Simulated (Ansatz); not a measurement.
# K on Pd(111): change of the work function, part 2 of 2

How does one ordered layer of K (fcc site) change the work function of Pd(111), and what dipole does each adsorbate carry?

Ansatz 0.2.0; plane-wave DFT, PBE, Ansatz PAW.

So far, work function, upper face (eV): step 2 (the clean slab) 5.27.

## Step 3: The covered slab

System of this step: KPd16 (K/Pd(111)). The cell holds 17 atoms: 16 Pd and 1 K. Its edges and angles: a = 5.501 Å, b = 5.501 Å, c = 27.988 Å, α = 90.0°, β = 90.0°, γ = 60.0°. Vacuum lies along c.

The clean slab as it ended is repeated in the plane and the adsorbate is set on one face; the cell's size fixes the coverage, and the k-mesh shrinks with it to keep the sampling density about even. Adsorbate and upper layers relax, since the dipole depends on the height.

Contents of input.yaml:

```yaml
crystal:
  lattice:
    - [5.5012907577, 0.0, 0.0]
    - [2.7506453788, 4.7642575497, 0.0]
    - [0.0, 0.0, 27.9879316519]
  atoms:
    - { symbol: Pd, position: [0.0, 0.0, 0.3215671709] }
    - { symbol: Pd, position: [0.1666666667, 0.1666666667, 0.4018122056] }
    - { symbol: Pd, position: [0.3333333333, 0.3333333333, 0.4837758254] }
    - { symbol: Pd, position: [0.0, 0.0, 0.5660875717] }
    - { symbol: Pd, position: [0.0, 0.5, 0.3215671709] }
    - { symbol: Pd, position: [0.1666666667, 0.6666666667, 0.4018122056] }
    - { symbol: Pd, position: [0.3333333333, 0.8333333333, 0.4837758254] }
    - { symbol: Pd, position: [0.0, 0.5, 0.5660875717] }
    - { symbol: Pd, position: [0.5, 0.0, 0.3215671709] }
    - { symbol: Pd, position: [0.6666666667, 0.1666666667, 0.4018122056] }
    - { symbol: Pd, position: [0.8333333333, 0.3333333333, 0.4837758254] }
    - { symbol: Pd, position: [0.5, 0.0, 0.5660875717] }
    - { symbol: Pd, position: [0.5, 0.5, 0.3215671709] }
    - { symbol: Pd, position: [0.6666666667, 0.6666666667, 0.4018122056] }
    - { symbol: Pd, position: [0.8333333333, 0.8333333333, 0.4837758254] }
    - { symbol: Pd, position: [0.5, 0.5, 0.5660875717] }
    - { symbol: K, position: [0.1666666667, 0.1666666667, 0.6784328291] }
kpoints:
  mp_grid: { grid: [6, 6, 1] }
hamiltonian:
  xc: pbe
scf:
  occupations: { method: fermi_dirac, width: 0.1 }
  convergence: { dr2_threshold: 1.0e-08 }
efield:
  axis: 3
  dipole_correction: true
  ramp_position: 0.97
  ramp_width: 0.06
relax:
  f_tol: 0.02
  max_steps: 60
  constraints: [{ sites: [0, 1, 4, 5, 8, 9, 12, 13] }]
output:
  dos: { projected: true, e_range: [-8, 4] }
  write_potential: true
  write_density: true
  volumetric_format: npy
  elf: true
```

Run with:

```bash
> ansatz run input.yaml --threads 4 --pin off --max-ram 6144MiB --backend cpu --events-out ev --progress --plain --runs-dir out
```

Output:

```text
[...]
Crystal: 17 atoms, lattice volume = 733.552 Å³
Basis set: ecut = 420 eV, 14355 PW (Γ), exchange–correlation on 80×80×384 points (8 copies of the dense FFT grid, shifted against one another)
Bands: 179, of which v1, the nominal top of the filled ones, is band 149 counted from 1 (148 counted from 0)
Symmetry: 6 space group operations
[...]
k-points: 7 of 36 (time reversal used)
[...]
SCF iter   1: F=—  HF=-113100.798188 eV  |F-HF|=—  |Δ(HF+E_count)|=         —  Δρ=1.06e-2  dr2=8.41e0  ethr=1.77e-3  p=0.465 e·Å  D=1.15e-1 V/Å  ΔV_dip=-3.21 eV  dr2_dipole=4.41e-1  V_vac-E_F(+/−)=1.66/4.86 eV  ⟨swp⟩=7.0  Hψ=5104  notcnv=0  defer=50
[...]
SCF iter  13: F=-113100.673365 eV  HF=-113100.673365 eV  |F-HF|=1.05e-9  |Δ(HF+E_count)|=   2.79e-8  Δρ=3.64e-7  dr2=6.59e-9  ethr=3.37e-12  p=0.465 e·Å  D=1.15e-1 V/Å  ΔV_dip=-3.21 eV  dr2_dipole=5.66e-10  V_vac-E_F(+/−)=2.05/5.26 eV  ⟨swp⟩=15.4  Hψ=8761  notcnv=0
SCF 1 converged in 13 iterations: F = -113100.673365 eV  dr2 = 6.59e-9
[...]
relax step   1: F+E_penalty+E_count = -113100.67336451 eV  Δ(F+E_penalty+E_count) = +0.000e0 eV  max|allowed force component| = 6.558e-1 eV/Å  Δτ_max = 0.0000 Å  (13 SCF iters, accepted)
[...]
SCF iter  11: F=-113100.751545 eV  HF=-113100.751545 eV  |F-HF|=7.13e-10  |Δ(HF+E_count)|=   2.15e-8  Δρ=8.25e-7  dr2=9.75e-9  ethr=3.37e-12  p=0.479 e·Å  D=1.18e-1 V/Å  ΔV_dip=-3.30 eV  dr2_dipole=1.17e-11  V_vac-E_F(+/−)=1.95/5.26 eV  ⟨swp⟩=13.3  Hψ=8626  notcnv=0
SCF 2 converged in 11 iterations: F = -113100.751545 eV  dr2 = 9.75e-9
[...]
relax step   2: F+E_penalty+E_count = -113100.75154506 eV  Δ(F+E_penalty+E_count) = -7.818e-2 eV  max|allowed force component| = 5.828e-1 eV/Å  Δτ_max = 0.1012 Å  (11 SCF iters, accepted)
SCF iter   1: F=—  HF=-113100.854136 eV  |F-HF|=—  |Δ(HF+E_count)|=         —  Δρ=2.54e-3  dr2=2.65e-1  ethr=1.00e-3  p=0.479 e·Å  D=1.18e-1 V/Å  ΔV_dip=-3.30 eV  dr2_dipole=2.67e-2  V_vac-E_F(+/−)=1.96/5.27 eV  ⟨swp⟩=5.0  Hψ=2990  notcnv=0  defer=82
[...]
SCF iter  12: F=-113100.847466 eV  HF=-113100.847466 eV  |F-HF|=3.04e-9  |Δ(HF+E_count)|=   1.17e-8  Δρ=5.21e-7  dr2=6.90e-9  ethr=3.37e-12  p=0.505 e·Å  D=1.25e-1 V/Å  ΔV_dip=-3.49 eV  dr2_dipole=1.98e-12  V_vac-E_F(+/−)=1.77/5.26 eV  ⟨swp⟩=14.6  Hψ=8717  notcnv=0
SCF 3 converged in 12 iterations: F = -113100.847466 eV  dr2 = 6.90e-9
relax step   3: F+E_penalty+E_count = -113100.84746586 eV  Δ(F+E_penalty+E_count) = -9.592e-2 eV  max|allowed force component| = 3.022e-1 eV/Å  Δτ_max = 0.1957 Å  (12 SCF iters, accepted)
[...]
relax step   4: F+E_penalty+E_count = -113100.87385737 eV  Δ(F+E_penalty+E_count) = -2.639e-2 eV  max|allowed force component| = 7.366e-2 eV/Å  Δτ_max = 0.1939 Å  (12 SCF iters, accepted)
[...]
relax step   5: F+E_penalty+E_count = -113100.87505765 eV  Δ(F+E_penalty+E_count) = -1.200e-3 eV  max|allowed force component| = 2.601e-2 eV/Å  Δτ_max = 0.0279 Å  (10 SCF iters, accepted)
SCF iter   1: F=—  HF=-113100.874237 eV  |F-HF|=—  |Δ(HF+E_count)|=         —  Δρ=2.07e-4  dr2=5.69e-4  ethr=3.14e-6  p=0.524 e·Å  D=1.29e-1 V/Å  ΔV_dip=-3.62 eV  dr2_dipole=9.04e-5  V_vac-E_F(+/−)=1.64/5.25 eV  ⟨swp⟩=2.0  Hψ=2155  notcnv=0  defer=66
[...]
SCF iter   8: F=-113100.875186 eV  HF=-113100.875186 eV  |F-HF|=8.25e-9  |Δ(HF+E_count)|=   2.16e-8  Δρ=7.28e-7  dr2=9.12e-9  ethr=3.37e-12  p=0.525 e·Å  D=1.29e-1 V/Å  ΔV_dip=-3.62 eV  dr2_dipole=9.14e-10  V_vac-E_F(+/−)=1.63/5.25 eV  ⟨swp⟩=10.7  Hψ=8724  notcnv=0
SCF 6 converged in 8 iterations: F = -113100.875186 eV  dr2 = 9.12e-9
relax step   6: F+E_penalty+E_count = -113100.87518553 eV  Δ(F+E_penalty+E_count) = -1.279e-4 eV  max|allowed force component| = 1.011e-3 eV/Å  Δτ_max = 0.0052 Å  (8 SCF iters, accepted)
NSCF: frozen V_eff on 7 k-points
[...]
WARN: The output density's exchange-correlation potential varies sharply where the density is thin. Do not read a vacuum level from v_tot or v_xc, or from such a field of the output density. On a cell that repeats whose density bears no net charge and no dipole along the vacuum's axis use v_es (v_loc + v_h of the components); under efield.dipole_correction with no amplitude use v_es + v_field, which holds any externa [...]
SCF converged after 8 iterations
Free energy (F): -113100.875186 eV
[...]
Internal energy: -113099.819701 eV  (E = F + TS)
E sigma→0 (E₀):  -113100.347443 eV
Entropy (-TS):   -1.055484 eV (-62.087 meV/atom)
Fermi energy:    4.483842 eV
Dipole field:    D = 0.129476 V/Å  (p = 0.524878 e·Å, saw-weighted, corrected)
Work function:   Φ+ = 1.6293 eV   Φ− = 5.2531 eV
[...]
--- Forces (eV/Å), atoms counted from 1 ---
  atom   1  Pd     0.00357880     0.00206622    -0.30533854
  atom   2  Pd     0.00000000     0.00000000     0.34449842
  atom   3  Pd    -0.00029948    -0.00017291    -0.00039454
  atom   4  Pd     0.00035740     0.00020635     0.00007181
  atom   5  Pd     0.00000000    -0.00413244    -0.30533854
  atom   6  Pd     0.02900492    -0.01674600     0.29091557
  atom   7  Pd    -0.00000000     0.00034581    -0.00039454
  atom   8  Pd     0.00000000    -0.00041269     0.00007181
  atom   9  Pd    -0.00357880     0.00206622    -0.30533854
  atom  10  Pd    -0.00000000     0.03349200     0.29091557
  atom  11  Pd     0.00029948    -0.00017291    -0.00039454
  atom  12  Pd    -0.00035740     0.00020635     0.00007181
  atom  13  Pd    -0.00000000    -0.00000000    -0.29939705
  atom  14  Pd    -0.02900492    -0.01674600     0.29091557
  atom  15  Pd     0.00000000     0.00000000    -0.00101103
  atom  16  Pd     0.00000000    -0.00000000     0.00023742
  atom  17  K     -0.00000000    -0.00000000    -0.00011172
  max |Σ_I F_I| component: 2.10e-5 eV/Å
--- Band table (eV; the first three rows and the last of 7) ---
  k-point 0: bands = [... 145 lower, 4.6523, 4.8038, 4.8116, 4.8116, 4.8291, 4.8291, 4.8306, 4.9881, ... 26 higher]
  k-point 1: bands = [... 145 lower, 4.5241, 4.5250, 4.6027, 4.6356, 4.6463, 4.6594, 4.6678, 5.2112, ... 26 higher]
  k-point 2: bands = [... 145 lower, 4.2509, 4.3973, 4.3990, 4.4294, 4.4387, 4.4519, 4.6365, 4.6452, ... 26 higher]
  k-point 6: bands = [... 145 lower, 4.2352, 4.2458, 4.2490, 4.2922, 4.3200, 4.3212, 4.3382, 4.3618, ... 26 higher]
--- Relaxed structure (6 steps of the walk, 6 accepted, 0 SCFs on fresh bases) ---
  F+E_penalty+E_count = -113100.87518553 eV   max|allowed force component| = 1.011e-3 eV/Å
  atoms:
    - { symbol: Pd, position: [-1.795949e-17, -1.795949e-17, 0.3215671709] }
    - { symbol: Pd, position: [0.166667, 0.166667, 0.4018122056] }
    - { symbol: Pd, position: [0.333869, 0.333869, 0.484324] }
    - { symbol: Pd, position: [-0.00130931, -0.00130931, 0.566108] }
    - { symbol: Pd, position: [5.551115e-17, 0.500000, 0.3215671709] }
    - { symbol: Pd, position: [0.166667, 0.666667, 0.4018122056] }
    - { symbol: Pd, position: [0.333869, 0.832262, 0.484324] }
    - { symbol: Pd, position: [-0.00130931, 0.502619, 0.566108] }
    - { symbol: Pd, position: [0.500000, -1.795949e-17, 0.3215671709] }
    - { symbol: Pd, position: [0.666667, 0.166667, 0.4018122056] }
    - { symbol: Pd, position: [0.832262, 0.333869, 0.484324] }
    - { symbol: Pd, position: [0.502619, -0.00130931, 0.566108] }
    - { symbol: Pd, position: [0.5, 0.500000, 0.3215671709] }
    - { symbol: Pd, position: [0.666667, 0.666667, 0.4018122056] }
    - { symbol: Pd, position: [0.833333, 0.833333, 0.483249] }
    - { symbol: Pd, position: [0.5, 0.500000, 0.569541] }
    - { symbol: K, position: [0.166667, 0.166667, 0.661707] }
```

Wall time 2.6 min (4 threads of Arm Neoverse V2, shared host); peak memory 3.1 GiB; 10 min of CPU time.

Relaxation path:

```
step  energy less that of the first step (eV)  largest force component (eV/Å)
   1                                   0.0000                          0.6558
   2                                  -0.0782                          0.5828
   3                                  -0.1741                          0.3022
   4                                  -0.2005                          0.0737
   5                                  -0.2017                          0.0260
   6                                  -0.2018                          0.0010
```

Forces are held to the 6 operations that the program found; a distortion that breaks them can't arise in this run.

The atoms that moved most (Å):

```
atom      dx      dy      dz  length
 K17   0.000   0.000  -0.468   0.468
Pd16   0.000   0.000   0.097   0.097
Pd11  -0.004   0.003   0.015   0.016
 Pd7   0.000  -0.005   0.015   0.016
 Pd3   0.004   0.003   0.015   0.016
Pd15   0.000   0.000  -0.015   0.015
Pd12   0.011  -0.006   0.001   0.012
 Pd4  -0.011  -0.006   0.001   0.012
```

Final coordinates:

```
Pd K
1.0
     5.50129    0.00000    0.00000
     2.75065    4.76426    0.00000
     0.00000    0.00000   27.98793
Pd K
16 1
Direct
  0.00000 0.00000 0.32157
  0.16667 0.16667 0.40181
  0.33387 0.33387 0.48432
  0.99869 0.99869 0.56611
  0.00000 0.50000 0.32157
  0.16667 0.66667 0.40181
  0.33387 0.83226 0.48432
  0.99869 0.50262 0.56611
  0.50000 0.00000 0.32157
  0.66667 0.16667 0.40181
  0.83226 0.33387 0.48432
  0.50262 0.99869 0.56611
  0.50000 0.50000 0.32157
  0.66667 0.66667 0.40181
  0.83333 0.83333 0.48325
  0.50000 0.50000 0.56954
  0.16667 0.16667 0.66171
```

This step gave:

| Item | Value |
| --- | --- |
| energy at zero smearing | -113100.3474 eV |
| work function, upper face | 1.629 eV |
| work function, lower face | 5.253 eV |
| dipole along the normal | 0.5249 e·Å |
| step between the vacuum levels | -3.624 eV |

Running mean over 2.246 Å of the planar mean; the ramp of the sawtooth is left out. Electron's electrostatic potential energy less the Fermi level against z:

z (Å), electron's electrostatic potential energy less the Fermi level (eV) and a bar from the least value:
```
        4       5.25 ##############################
        5       5.25 ##############################
        6       5.20 ##############################
        7       4.41 ############################
        8      -3.11 ############
        9      -8.25 #
       10      -8.48 
       11      -8.55 
       12      -8.18 #
       13      -8.29 #
       14      -8.25 #
       15      -7.81 ##
       16      -8.12 #
       17      -3.02 ############
       18       0.26 ###################
       19      -0.56 #################
       20       0.68 ####################
       21       1.40 ######################
       22       1.56 ######################
       23       1.61 ######################
       24       1.62 ######################
```

The density of states has structure finer than the step of the table below, so its rows give means over 0.25 eV. Peaks (eV: height): -2.710: 51.6, -2.470: 80.8, -2.410: 58.1, -2.260: 68.7, -1.890: 54.1, -1.650: 63.3, -0.150: 73.8.

Table of density of states by energy, zero at the Fermi level; means over each step:

```csv
energy (eV),density of states (states/eV a cell)
-6.75,0
-6.50,0.496
-6.25,0.977
-6.00,1.06
-5.75,1.12
-5.50,1.78
-5.25,3.17
-5.00,5.19
-4.75,19.2
-4.50,28.6
-4.25,36.9
-4.00,27.1
-3.75,29.5
-3.50,20.4
-3.25,24.7
-3.00,26.4
-2.75,36.4
-2.50,44.3
-2.25,45.3
-2.00,35.9
-1.75,27.1
-1.50,35.1
-1.25,26.9
-1.00,38.2
-0.75,39.8
-0.50,29.3
-0.25,48.5
0.00,34.8
0.25,10.7
0.50,5.05
0.75,6.97
1.00,2.28
1.25,10.4
1.50,6.72
1.75,3.22
```

Projected DOS per atom over height of the atomic layer and energy from the Fermi level. Layers: Pd4 Pd4 Pd4 Pd4 K from below.

Ten even steps from '0' (0.00 states/eV) to '9' (2.85 states/eV), each cell a mean:
```
00000
00002
00001
10001
78851
76670
95691
75670
74480
99890
67760
44550
55660
58750
27620
01100
00000
00000
00000
00000
00000
00000
```
Columns: height of the atomic layer (Å) from 9 to 18.5 (not evenly spaced); rows upwards: energy from the Fermi level (eV) from -7.96 to 1.95.

Electrostatic potential energy in the ca plane at fractional y = 0.167, with atoms of Pd and K within 0.2 Å of it. With pseudopotentials it is smooth inside the atoms' cores, unlike the true potential.

Values in eV, 8 rows by 16 columns, each cell a mean:
```
 -5   5   4   3 -15   3 -12   0   6   4   5   6   7   7   7   7
  2  -9 -18   4  -2   6   0   5   8   7   7   7   7   7   7   7
  5 -26 -37   3   6   8   7   8   8   8   7   7   7   7   7   7
  2 -11 -20   4   0   6   0   5   8   7   7   7   7   7   7   7
 -5   5   4   3 -15   3 -12   0   7   4   5   6   7   7   7   7
  2  -9 -18   4  -2   6   1   4   0 -19   1   6   7   7   7   7
  5 -26 -37   3   6   8   7   7 -10 -40  -5   6   7   7   7   7
  2 -11 -20   4   0   6   1   5  -1 -21   0   6   7   7   7   7
```
Columns run along c (16.0 Å, from fractional 0.33 to 0.90 of the cell; values clipped at the 3rd and 97th percentile), rows up along a (5.5 Å). Atoms in or near the plane, at fractional coordinates: Pd at (0.40, 0.17), Pd at (0.40, 0.67), K at (0.66, 0.17).

Valence density in the ca plane at fractional y = 0.167, with atoms of Pd and K within 0.2 Å of it. It is the smooth field of the valence electrons, not physical close to the nuclei.

Ten steps, logarithmic in the rise over the least value, from '0' (0 e/Å³) to '9' (13 e/Å³), each cell a mean:
```
53222222223554323555311011110000000000000000
53222332223554323455311000000000000000000000
32224654223443222343210000000000000000000000
22247987322222111222110000000000000000000000
22258998422221111222110000000000000000000000
22258997422222111222110000000000000000000000
32236775322332212333210000000000000000000000
43223433223454223454310000000000000000000000
53222222223564323555321000000000000000000000
43223443223454222444311123321000000000000000
32236775322332212233211246642000000000000000
22258997422222111222111467763100000000000000
22258998422221111122111467763100000000000000
22247987322222111222211356653100000000000000
43224554222343222343211134431000000000000000
```
Columns run along c (16.0 Å, from fractional 0.33 to 0.90 of the cell), rows up along a (5.5 Å). Atoms in or near the plane, at fractional coordinates: Pd at (0.40, 0.17), Pd at (0.40, 0.67), K at (0.66, 0.17).

ELF in the ca plane at fractional y = 0.167, with atoms of Pd and K within 0.2 Å of it. It is the smooth field of the valence electrons, not physical close to the nuclei.

Ten even steps from '0' (0.00) to '9' (0.86), each cell a mean:
```
43222222223443222344321014431000011100000000
42222222223443222344322000000000011000000000
22223443222332222233222100000000111000000000
22235555322222111222222110000001111000000000
22245445322222111222222111100111110000000000
22235455322222111222222111000011110000000000
22224554222222212222222110000000111000000000
32222332222343222343222100000000011000000000
43222222223443222344321001210000011100000000
32222332222343222333221147763100011100000000
22224554222222212222210499996200001100000000
22235455322222111222211798898400001110000000
22235445322222111222211798898410001110000000
22235555222222111222210699998300001110000000
32223443222332222233220279985100001100000000
```
Columns run along c (16.0 Å, from fractional 0.33 to 0.90 of the cell), rows up along a (5.5 Å). Atoms in or near the plane, at fractional coordinates: Pd at (0.40, 0.17), Pd at (0.40, 0.67), K at (0.66, 0.17).

The relaxation took 6 steps and lowered the energy by 0.20 eV; the largest force on the free atoms ends at 0.0010 eV/Å.

By hand: a sheet of dipoles makes a step −p/(ε₀A) in the electron's potential. With e/ε₀ = 180.95 V·Å, p = 0.5249 e·Å and A = 26.21 Å², that is −180.95 × (0.5249) / 26.21 = -3.624 eV, and the two vacuum levels of the run differ by -3.624 eV.

The covered face has 1.63 eV, -3.64 eV against the clean one; the bare back face has moved by +0.00 eV, a measure of how thin the slab is.

## Step 4: Work function against coverage

This step: plane-wave DFT, PBE, Ansatz PAW; work function against coverage (Ansatz 0.2.0).

The runs are now put side by side.

This step gave:

```yaml
work_function_of_the_clean_face: 5.268 eV
largest_change_of_the_work_function: -3.639 eV
```

Work function of the covered face against coverage:

| coverage (adsorbates/nm²) | work function of the covered face (eV) |
| --- | --- |
| 0.00 | 5.27 |
| 3.82 | 1.63 |

The dipole per adsorbate comes from the change of the cell's dipole. Coverage, by row:

```csv
coverage (1/nm²),coverage (ML),work function (eV),change (eV),"dipole per adsorbate, positive end outwards (debye)",mean height of the added atoms over the highest substrate atom (Å)
3.815,0.25,1.629,-3.639,2.535,2.58
```

## Step 5: Summary of results

| Item | Value |
| --- | --- |
| work function of the clean face | 5.27 eV |
| work function at 0.25 ML | 1.63 eV |
| dipole per adsorbate at 0.25 ML, positive end outwards | 2.54 D |

What this shows: K lowers the work function of Pd(111) at the lowest coverage, by 3.64 eV: the adsorbate layer has its positive end outwards. One coverage alone was completed, so no trend follows. The slab has 4 layers, at the tabulated experimental lattice constant, one starting site was run, and quantum-size effects of a slab this thin can reach one or two tenths of an eV.

[Long decimals in the printed logs are rounded to 6 places.]

[Logs are printed without paths, hosts, clocks, repeated set-up lines and the standing remarks that a program may print on its own settings, such as how far it seeks lower states.]

[Hosts, paths, dates, database ids (printed as entryN), source tags and the programs' standing remarks are cut or masked in the printed files.]

[Maps of the electrostatic potential energy from Ansatz leave out the sawtooth potential of an applied field or a dipole correction, so their vacuum need not be flat; planar profiles and work functions include it.]

[The density of states shown here was stored with 400 of the rows of the run's finer table, so its peaks can read low, often by over a quarter, or be missed, and its means over a window can be off by a tenth or more.]
